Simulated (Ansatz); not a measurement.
# Does disorder add resistance in series? Li(100) layers displaced at 180 K

Two lengths of the disordered region are known. What area resistance does the third give?

How it was computed: Ansatz 0.2.0, plane waves with PAW datasets at their recommended cutoffs (420 eV for most), Fermi-Dirac smearing; ballistic transmission by layer matching. The area resistance is RA = A (h/2e²)(1/T − 1/N), with T the zone-mean transmission per spin and N the lead's channels, both averaged over a few energies near the Fermi level; for magnets each spin is taken apart, with h/e², and the two conduct in parallel. Lateral cell 2x2, PBE, a fresh random draw for each length. Atoms are displaced independently, by 0.187 Å r.m.s. per direction; each RA is scaled by the nominal over the drawn mean square displacement.

Results; the value marked ? is to be predicted:

| length (Å) | channels N | RA (fΩ m²) |
| --- | --- | --- |
| 7.02 | 4.843 | 0.132 |
| 14.0 | 4.843 | 0.199 |
| 21.1 | 4.843 | ? |

Worked fit:

Ohm's law makes RA linear in the length: the slope is (0.199 − 0.132)/(14.0 − 7.02) = 9.56×10⁻³ fΩ m² per Å, or 9.6 µΩ cm. Then 0.199 + 9.56×10⁻³ × 7.02. Predicted: 0.267 fΩ m².

What the run gave:

0.322 fΩ m², so the prediction is 17 % too low. The three lengths together give 14 µΩ cm. Single draws scatter; these runs don't part the causes of the miss, and leave the question open.

Caveats: The scatterers repeat sideways with the small cell. The slope is a raw one; a model of isotropic scattering puts it 1.13 times the bulk value over these lengths.
